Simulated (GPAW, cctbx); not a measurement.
## Reading charge transfer from structure factors

KCuI2F, Cmmm (no. 65), a = 7.9899 Å, b = 8.0009 Å, c = 4.2094 Å, α = 90.00°, β = 90.00°, γ = 90.00°.

```
atom  mult.    x    y    z
  I1      4  3/4  1/4    0
 Cu1      2  1/2    0    0
  K1      2    0    0  1/2
  F1      2  1/2    0  1/2
```

The cell comes from substitution in a known structure type and wasn't matched to any measured phase.

Absolute values of the static structure factors of the conventional cell from DFT (PBE, GPAW) against free spherical atoms, in electrons:

| hkl | d (Å) | free atoms | crystal |
| --- | --- | --- | --- |
| 110 | 5.654 | 37.47 | 37.50 |
| 001 | 4.209 | 196.00 | 195.34 |
| 020 | 4.000 | 89.67 | 89.94 |
| 200 | 3.995 | 89.65 | 89.93 |
| 111 | 3.376 | 66.19 | 65.26 |
| 021 | 2.900 | 171.30 | 172.15 |
| 201 | 2.898 | 171.27 | 172.12 |
| 220 | 2.827 | 267.06 | 267.28 |
| 130 | 2.530 | 32.77 | 32.94 |
| 310 | 2.527 | 32.75 | 32.93 |

**Question.** Which way does charge move, and which reflections show it best?

Project each element's phase sum on the total phase. |F| rises if density moves to atoms that scatter in phase and falls if it moves to atoms that scatter against it; the rule is for low angles, since changes of shape take over beyond. Where all elements are in phase the terms compete, and the compactness of the donor's and the acceptor's density matters too.

| hkl | I in phase | Cu in phase | K in phase | F in phase | change (e) | (%) |
| --- | --- | --- | --- | --- | --- | --- |
| 110 | 0.0 | +2.0 | -2.0 | +2.0 | +0.03 | +0.1 |
| 001 | +4.0 | +2.0 | -2.0 | -2.0 | -0.66 | -0.3 |
| 020 | +4.0 | -2.0 | -2.0 | -2.0 | +0.27 | +0.3 |
| 200 | +4.0 | -2.0 | -2.0 | -2.0 | +0.27 | +0.3 |
| 111 | 0.0 | +2.0 | +2.0 | -2.0 | -0.94 | -1.4 |
| 021 | +4.0 | -2.0 | +2.0 | +2.0 | +0.85 | +0.5 |
| 201 | +4.0 | -2.0 | +2.0 | +2.0 | +0.85 | +0.5 |
| 220 | +4.0 | +2.0 | +2.0 | +2.0 | +0.22 | +0.1 |

Low-angle reflections that set elements apart and change by more than 0.05 e: 001, 020, 200, 111, 021 and 201 (110 hardly moves and tells little). The signs fit a gain of density on I and F and a loss on Cu and K. The best witness is 111, -1.4 %, where F enters with -2.0. The real-space density agrees: Voronoi charges I -0.10, Cu +0.32, K +0.17, F -0.28 e. The shortest bond, Cu–F, has Δρ = 0.00 e/Å³ at its midpoint, low for a shared bond; with the charge transfer this is a polar contact. Limits: no Hubbard U on Cu.

[Outputs are excerpts: Python notices, other lines and further rows are left out; steps that failed or that the build refused (PBEsol, TPSS) are not shown.]

[Logs are printed without paths, hosts, clocks, repeated set-up lines and the standing remarks that a program may print on its own settings, such as how far it seeks lower states.]
